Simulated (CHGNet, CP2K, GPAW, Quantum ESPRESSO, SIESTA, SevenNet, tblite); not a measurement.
# Running Sn(100)/C(100) interface (94 atoms) with GPAW

Aim: run Sn(100)/C(100) interface (94 atoms) in GPAW and see how near its forces come to a plane-wave reference, and at what cost.

Main program and level: GPAW 26.7.0; the method is named at each step.

**1. The starting structure**

The cell holds 94 atoms: 16 Sn and 78 C. Its edges and angles: a = 9.094 Å, b = 9.094 Å, c = 23.441 Å, α = 90.0°, β = 90.0°, γ = 90.0°. Diamond-structure Sn(100), 2 repeat layers, 4 surface cells, strained -0.90 and -0.90 %; diamond-structure C(100), 3 layers, 13 cells, -0.00 and -0.00 %; outer planes 2.08 Å apart, 12 Å of vacuum above; not relaxed, displaced by a Gaussian of 0.02 Å. Then every atom was moved at random, 0.03 Å r.m.s. a Cartesian component. Regions: Sn, 16 atoms (16 Sn); C, 78 atoms (78 C). Vacuum lies along c.

The yardstick, on the same geometry:

```
method                 : Kohn-Sham DFT, PBE, SSSP efficiency 1.3.0 pseudopotentials, plane waves (Quantum ESPRESSO 7.5); sssp-pbe-1.3.0-efficiency, cutoffs 45/360 Ry, Γ point
r.m.s. force component : 1.493 eV/Å
longest force          : 5.663 eV/Å
time                   : 8.7 min on 4 MPI ranks of Arm Neoverse V2, shared host
CPU time               : 35 min
```

**2. PBE, LCAO dzp, h 0.2 Å**

Method: Kohn-Sham DFT, PBE, PAW, atomic orbitals (dzp).

Contents of run.py:

```python
import numpy as np
from ase.io import read
from gpaw import GPAW, FermiDirac

atoms = read("structure.xyz")
atoms.calc = GPAW(
    mode="lcao",
    basis="dzp",
    h=0.2,
    xc="PBE",
    kpts={"size": (1, 1, 1), "gamma": True},
    occupations=FermiDirac(0.05),
    maxiter=200,
    symmetry={"point_group": False},
    txt="gpaw.txt",
)
energy = atoms.get_potential_energy(force_consistent=True)
forces = atoms.get_forces()
print(f"energy {energy:.6f} eV")
print("forces (eV/A)")
for i, (a, f) in enumerate(zip(atoms, forces)):
    print(f"{i:4d} {a.symbol:2s} {f[0]:10.5f} {f[1]:10.5f} {f[2]:10.5f}")
print(f"Fermi level {atoms.calc.get_fermi_level():.4f} eV")
for k in range(len(atoms.calc.get_ibz_k_points())):
    for s in range(atoms.calc.get_number_of_spins()):
        e = atoms.calc.get_eigenvalues(kpt=k, spin=s)
        n = np.searchsorted(e, atoms.calc.get_fermi_level())
        print(f"k {k} spin {s} levels about the Fermi level:", np.round(e[max(n - 6, 0):n], 4).tolist(), "|", np.round(e[n:n + 6], 4).tolist())
```

Contents of structure.xyz:

```xyz
94
Lattice="9.09410 0.00000 0.00000 0.00000 9.09410 0.00000 0.00000 0.00000 23.44054" Properties=species:S:1:pos:R:3 pbc="T T T"
Sn 0.03556 9.05054 6.03477
Sn 2.31945 0.04329 7.57036
Sn 2.26052 2.33282 9.26159
Sn 0.05757 2.28980 10.88461
Sn 0.00546 4.51877 5.93796
Sn 2.26461 4.52923 7.66295
Sn 2.31090 6.83603 9.31035
Sn 0.02610 6.84204 10.92939
Sn 4.58879 0.04165 6.01906
Sn 6.84104 9.08373 7.64748
Sn 6.88360 2.27671 9.34012
Sn 4.65054 2.30608 10.90571
Sn 4.48667 4.57615 5.98906
Sn 6.87296 4.52650 7.52230
Sn 6.83585 6.79748 9.28316
Sn 4.58352 6.83513 10.93782
C 7.19016 8.02300 13.00176
C 4.40527 7.68188 13.92673
C 5.35906 8.43978 14.73238
C 6.17153 7.36513 15.64539
C 5.05032 6.65415 16.61981
C 6.47218 0.02428 17.44023
C 5.15172 6.63951 13.00950
C 2.25697 6.24274 13.78890
C 3.28152 7.03847 14.76098
C 3.98558 5.95927 15.61679
C 2.99360 5.30322 16.63059
C 4.36644 7.69343 17.43226
C 7.86240 2.41448 12.94129
C 5.09261 2.08710 13.90657
C 6.13106 2.75606 14.79942
C 6.83021 1.78781 15.64492
C 5.79649 1.02218 16.50026
C 7.12823 3.50114 17.43742
C 5.74101 1.07392 12.97035
C 2.92939 0.72598 13.86039
C 3.98112 1.46806 14.81747
C 4.68383 0.39432 15.71712
C 3.66756 8.75680 16.54574
C 5.09615 2.07527 17.46320
C 3.71421 8.76589 12.95254
C 0.88349 8.41095 13.80742
C 1.97278 9.06491 14.69628
C 2.60755 8.02209 15.66133
C 1.60256 7.39459 16.56730
C 2.97213 0.66651 17.42335
C 1.57155 7.31966 12.99919
C 7.88759 7.00964 13.83250
C 8.92004 7.66514 14.75043
C 0.48790 6.70808 15.63718
C 8.62912 5.92708 16.59496
C 0.89095 8.41150 17.52016
C 8.62257 5.96036 12.92324
C 5.78721 5.59233 13.91266
C 6.81475 6.29257 14.80575
C 7.51027 5.22201 15.65101
[... 34 atom lines left out ...]
C 8.19588 4.23594 14.78325
C 8.92431 3.12482 15.63789
C 7.87613 2.44577 16.57832
C 0.17606 4.89490 17.37835
```

On the command line:

```bash
$ OMP_NUM_THREADS=1 python run.py > output.txt
```

Log:

```text
energy -660.270404 eV
forces (eV/A)
   0 Sn   -0.25412   -0.06320   -1.04263
   1 Sn   -0.02930   -0.02721    1.21144
   2 Sn    0.94453   -0.72250   -0.36745
   3 Sn   -0.07015    0.07493    3.26554
   4 Sn    0.49252   -0.05075   -0.84614
   5 Sn   -0.33391    0.61718    0.24015
   6 Sn   -0.01881    0.11680   -0.97477
   7 Sn    0.21377    0.11396    2.10374
   8 Sn    0.12994    0.07454   -1.03520
   9 Sn    0.10881    0.01920    0.84369
  10 Sn    0.05042    0.14290   -1.67547
  11 Sn   -0.63312   -0.03456    2.07983
  12 Sn    0.36954    0.04847   -0.68623
  13 Sn   -0.47087   -0.05211    1.05143
  14 Sn   -0.07482   -0.12512   -1.02428
  15 Sn   -0.44825   -0.01501    1.56410
  16 C    -1.27108    1.02136    0.99164
  17 C    -1.82381    0.60223   -4.07963
  18 C     1.48310   -0.80099    3.69134
  19 C    -2.36039    0.13198   -0.04933
  20 C     0.32003    0.81055   -0.78834
  21 C     0.66329   -0.86734   -2.60855
  22 C    -0.13540    1.52681    1.97790
  23 C    -0.25845    1.17584    0.42938
[...]
86 C     0.21889    0.23845    0.29133
  87 C    -1.29427    2.21310   -1.57046
  88 C     0.69106    0.45049    1.28292
  89 C     0.87171   -0.48185   -2.11832
  90 C     0.95790   -2.83125   -0.53382
  91 C    -0.45773    0.21524    0.84002
  92 C    -0.31053    0.66920    1.29805
  93 C     0.87829   -0.61093    0.05517
Fermi level 1.1535 eV
k 0 spin 0 levels about the Fermi level: [0.7949, 0.8121, 0.8677, 1.0075, 1.135, 1.1509] | [1.1731, 1.2125, 1.2283, 1.2743, 1.3103, 1.3937]
```

gpaw.txt:

```text
Input parameters:
  mode=LCAO(),
  basis={'default': 'dzp'},
  h=0.2,
  kpts=MonkhorstPack(size=(1, 1, 1), gamma=True),
  maxiter=200,
  occupations=Occupations(name='fermi-dirac', width=0.05, fixmagmom=False),
  symmetry=Symmetry(point_group=False),
  xc=XC(name='PBE')
Unit cell  # Å
| periodic |        x |        y |         z |   lengths |    angles |
|----------|----------|----------|-----------|-----------|-----------|
|      yes | 9.094100 | 0.000000 |  0.000000 |  9.094100 | 90.000000 |
|      yes | 0.000000 | 9.094100 |  0.000000 |  9.094100 | 90.000000 |
|      yes | 0.000000 | 0.000000 | 23.440540 | 23.440540 | 90.000000 |
Number of symmetries: 1
Symmetry operations  # r_c * U_cc + t_c -> r_c
|   | kind |            matrix            |
|---|------|------------------------------|
| 0 |  E   |  1, 0, 0,  0, 1, 0,  0, 0, 1 |
BZ-sampling:
  Number of BZ points: 1
  Number of IBZ points: 1
  Monkhorst-Pack size: [1, 1, 1]
  Monkhorst-Pack shift: [0, 0, 0]
[... lines left out ...]
  Fermi-Dirac:
[... lines left out ...]
    Stencil: 6*3+1=19 point O(h^6) finite-difference Laplacian
xc functional:
  name: PBE with 2 nearest neighbor stencil
interpolation: tri-quintic # 5. degree polynomial
Initialization done in: 16.612 s
convergence criteria:
- Maximum [total energy] change in last 3 cyles: 0.0005 eV / valence electron
- Maximum integral of absolute [dens]ity change: 0.0001 electrons / valence electron
- Maximum integral of absolute [eigenst]ate change: 4e-08 eV^2 / valence electron
maximum number of iterations: 200
SCF iterations
|iter     |      energy | eigst |  dens |
|---------|-------------|-------|-------|
|iter:   1| -673.186633 |      c|       |
|iter:   2| -667.323210 |      c| -1.05 |
|iter:   3| -743.425441 |      c| -1.08 |
|iter:   4| -785.524668 |      c| -0.88 |
[...]
|iter:  11| -660.283978 |      c| -1.84 |
|iter:  12| -660.162282 |      c| -2.11 |
|iter:  13| -660.149712c|      c| -2.35 |
|iter:  14| -660.087414c|      c| -2.39 |
|iter:  15| -660.108487c|      c| -2.76 |
[...]
|iter:  22| -660.079389c|      c| -3.88 |
|iter:  23| -660.079640c|      c| -3.95 |
|iter:  24| -660.079770c|      c| -4.26c|
Converged in 24 steps
SCF loop duration: 248.809 s (10.367 s/step)
Energy contributions relative to reference atoms: (reference = -2768326.085921)
Energy contributions:
  Kinetic:         478.681750
  Coulomb:        -468.753467
  Zero:             11.219136
  External:          0.000000
  Xc:             -681.036555
  Entropy:          -0.381268
  Spinorbit:         0.000000
  ----------------------------
  Free energy:    -660.270404
  Extrapolated:   -660.079770
dipole moment: (-132.198690, -12.910059, -2.775350)  # |e|*Ang
Fermi level: 1.153
Eigenvalues  # (at kpt = [0.000, 0.000, 0.000])
| band index |      eig [eV] | occ [0-2] |
|------------|---------------|-----------|
|          0 |       -20.520 |     2.000 |
|        ... |               |           |
|        260 |         0.707 |     2.000 |
|        261 |         0.764 |     1.999 |
[...]
|        275 |         1.932 |     0.000 |
|        ... |               |           |
|        325 |         7.565 |     0.000 |
Gap: 0.022 eV
Transition (v -> c):
  (s=0, k=0, n=267, [0.00, 0.00, 0.00]) -> (s=0, k=0, n=268, [0.00, 0.00, 0.00])
No difference between direct/indirect transitions
Force computation time: 22.431  # s
timing:  # [seconds]
  Total:  287.880  # ━━━━━━━━━━━━━━━━━━━━━━━━━━━━━━━━━━━━━━━━━━━━━━━━━━━━━━━━
  Init:    16.611  # ━━━
  SCF:    248.809  # ━━━━━━━━━━━━━━━━━━━━━━━━━━━━━━━━━━━━━━━━━━━━━━━━╸
  Forces:  22.431  # ━━━━╸
```

Wall time 4.8 min (1 thread of Arm Neoverse V2, shared host); peak memory 1.3 GiB.

Banners, paths, timers and routine set-up lines are dropped from the logs unmarked, and long logs keep their key lines alone; longer cuts are marked.

Against the reference:

| Item | Value |
| --- | --- |
| r.m.s. force component | 1.507 eV/Å |
| r.m.s. difference of force components | 145.4 meV/Å |
| longest difference of force vectors | 550.8 meV/Å |
| force difference over r.m.s. force | 9.738 % |
| slope of forces against the reference's | 1.004 |
| correlation of force components | 0.9953 |

Length of the force difference by element (eV/Å):

```csv
element,atoms,mean,most
C,78,0.25,0.55
Sn,16,0.051,0.074
```

Local excerpt of 13 atoms (numbers count through the whole input) about C78, which bears the longest force; x, y, z are measured from there.

```csv
atom,x,y,z,distance (Å),bonds,Fx,Fy,Fz (eV/Å)
C78,0.00,0.00,0.00,0.00,4,2.10,-0.44,-5.38
C19,-1.04,-0.68,0.80,1.48,4,1.48,-0.80,3.69
C79,1.10,0.69,0.76,1.50,4,1.02,-0.37,2.43
C35,-0.66,1.04,-0.96,1.57,3,-0.40,-0.06,1.34
C17,0.79,-1.10,-0.93,1.65,2,-1.27,1.02,0.99
C30,-1.30,2.06,-0.03,2.44,4,-1.93,0.90,-2.09
C18,-1.99,-1.44,-0.01,2.46,4,-1.82,0.60,-4.08
C20,-0.23,-1.76,1.71,2.46,4,-2.36,0.13,-0.05
C32,0.43,1.76,1.71,2.49,4,0.77,-2.47,0.28
C38,-1.71,0.37,1.78,2.50,4,0.44,-0.96,-2.97
C80,1.89,-0.43,1.64,2.54,4,-2.02,3.47,1.25
C48,1.49,-2.11,-0.10,2.59,4,-0.15,-1.61,-0.77
C72,2.20,1.36,-0.12,2.59,4,-1.50,0.94,0.67
```

Atoms are counted from 1 here, from 0 in the log.

Forces lie 9.7 % from the reference's, at 0.14 times its CPU time (on 1 against 4 cores).

The difference per atom is largest on C (0.25 eV/Å on average, against 0.051 on Sn).

**3. revPBE, LCAO dzp, h 0.2 Å**

Method: Kohn-Sham DFT, revPBE, PAW, atomic orbitals (dzp).

Edit run.py of step 2 so:

```diff
@@ -9,3 +9,3 @@
     h=0.2,
-    xc="PBE",
+    xc="revPBE",
     kpts={"size": (1, 1, 1), "gamma": True},
```

structure.xyz is that of step 2.

Log:

```text
energy -627.262031 eV
forces (eV/A)
   0 Sn   -0.26226   -0.06294   -1.17798
   1 Sn   -0.03274   -0.03092    1.19981
   2 Sn    0.96142   -0.73706   -0.35515
   3 Sn   -0.06397    0.06704    3.23912
   4 Sn    0.50394   -0.05022   -0.97717
   5 Sn   -0.34082    0.62811    0.21186
   6 Sn   -0.01708    0.12351   -0.98494
   7 Sn    0.20603    0.13186    2.05354
   8 Sn    0.13600    0.07437   -1.17222
   9 Sn    0.11005    0.02352    0.82590
  10 Sn    0.05677    0.14804   -1.68680
  11 Sn   -0.64464   -0.05109    2.02753
[...]
89 C     0.87682   -0.48424   -2.11957
  90 C     0.95176   -2.83920   -0.53898
  91 C    -0.45388    0.21749    0.83509
  92 C    -0.31073    0.67317    1.30720
  93 C     0.87741   -0.61892    0.16818
Fermi level 1.2462 eV
k 0 spin 0 levels about the Fermi level: [0.8815, 0.905, 0.9593, 1.1062, 1.2265, 1.2411] | [1.2748, 1.3015, 1.3177, 1.365, 1.3999, 1.4779]
```

gpaw.txt:

```text
Input parameters:
  mode=LCAO(),
  basis={'default': 'dzp'},
  h=0.2,
  kpts=MonkhorstPack(size=(1, 1, 1), gamma=True),
  maxiter=200,
  occupations=Occupations(name='fermi-dirac', width=0.05, fixmagmom=False),
  symmetry=Symmetry(point_group=False),
  xc=XC(name='revPBE')
[... lines left out ...]
  Fermi-Dirac:
[... lines left out ...]
convergence criteria:
- Maximum [total energy] change in last 3 cyles: 0.0005 eV / valence electron
[... lines left out ...]
Converged in 28 steps
[... lines left out ...]
  Free energy:    -627.262031
[... lines left out ...]
Fermi level: 1.246
[... lines left out ...]
|          0 |       -20.474 |     2.000 |
|        ... |               |           |
|        260 |         0.804 |     2.000 |
|        261 |         0.849 |     1.999 |
[...]
|        275 |         2.035 |     0.000 |
|        ... |               |           |
|        325 |         7.696 |     0.000 |
Gap: 0.034 eV
Transition (v -> c):
  (s=0, k=0, n=267, [0.00, 0.00, 0.00]) -> (s=0, k=0, n=268, [0.00, 0.00, 0.00])
No difference between direct/indirect transitions
Force computation time: 21.145  # s
timing:  # [seconds]
  Total:  312.304  # ━━━━━━━━━━━━━━━━━━━━━━━━━━━━━━━━━━━━━━━━━━━━━━━━━━━━━━━━
  Init:    15.156  # ━━╸
  SCF:    275.975  # ━━━━━━━━━━━━━━━━━━━━━━━━━━━━━━━━━━━━━━━━━━━━━━━━━╸
  Forces:  21.145  # ━━━━
```

Run time: 5.2 min. Hardware: 1 thread; peak memory 1.3 GiB.

Compared with the plane-wave run:

```yaml
r_m_s_force_component: 1.501 eV/Å
r_m_s_difference_of_force_components: 183.1 meV/Å
longest_difference_of_force_vectors: 687.8 meV/Å
force_difference_over_r_m_s_force: 12.26 %
slope_of_forces_against_the_reference_s: 0.9982
correlation_of_force_components: 0.9925
```

Against the first run (9.7 %), the force difference from the reference is 12 %, at 1.1 times the CPU time; the model has changed, so this is no error of the program alone.

The difference per atom is largest on C (0.30 eV/Å on average, against 0.098 on Sn).

**4. Side by side**

Differences are against the plane-wave reference, forces as r.m.s. over components; share is that over the reference's r.m.s. force, slope the least-squares factor from reference forces to these. Total energies of different programs have different zeros and aren't compared.

```csv
run,"Δ force, r.m.s. (meV/Å)",share (%),slope,cores,CPU time,memory (GiB)
reference,-,-,-,4,35 min,4.3
"GPAW PBE, LCAO dzp, h 0.2 Å",145,9.74,1.004,1,4.8 min,1.3
"GPAW revPBE, LCAO dzp, h 0.2 Å",183,12.3,0.998,1,5.2 min,1.3
```

CPU time is summed over cores on a shared host, where runs went side by side, so it is rough. Symmetry, cutoffs, thresholds, outputs and thread counts weren't matched or tuned between programs; memory under MPI is the largest rank's times the ranks.

A second geometry, displaced anew (every atom was moved at random, 0.08 Å r.m.s. a Cartesian component), gives an energy difference that all programs can be tested on. The reference puts it at 227.9 meV/atom.

```csv
run,energy less the first geometry's (meV/atom),error (meV/atom),force share at the second geometry (%)
"GPAW PBE, LCAO dzp, h 0.2 Å",240.4,12.5,7.95
"GPAW revPBE, LCAO dzp, h 0.2 Å",241.9,14.0,9.25
```

**5. What came out**

- nearest in forces: GPAW PBE, LCAO dzp, h 0.2 Å, 9.7 %
- its CPU time: 4.8 min

What this shows: The PBE run in local orbitals differs by 9.7 % (GPAW PBE, LCAO dzp, h 0.2 Å); basis, grid and potentials can all enter. Rows with another functional or a dispersion term differ by 12 % (GPAW revPBE, LCAO dzp, h 0.2 Å), which mixes the change of model with differences of basis and potentials. Of the electronic-structure runs that take under half the reference's CPU time, GPAW PBE, LCAO dzp, h 0.2 Å comes nearest, at 9.7 % in 4.8 min against 35 min. The energy difference between the two geometries, 228 meV/atom in the reference, is met best by GPAW PBE, LCAO dzp, h 0.2 Å (+12.5) and worst by GPAW revPBE, LCAO dzp, h 0.2 Å (+14). The host structure and its lattice constant were typed by rule, without a check against the phase diagram. The electronic-structure runs sample only Γ, in a cell whose shortest periodic width is 9 Å, which is coarse for a cell with partly filled levels.

[Also dropped from logs without a mark: logging warnings of Python, and SIESTA's first energy breakdown and zero terms.]

[Logs are printed without paths, hosts, clocks, repeated set-up lines and the standing remarks that a program may print on its own settings, such as how far it seeks lower states.]

[Hosts, paths, dates, database ids (printed as entryN), source tags and the programs' standing remarks are cut or masked in the printed files.]
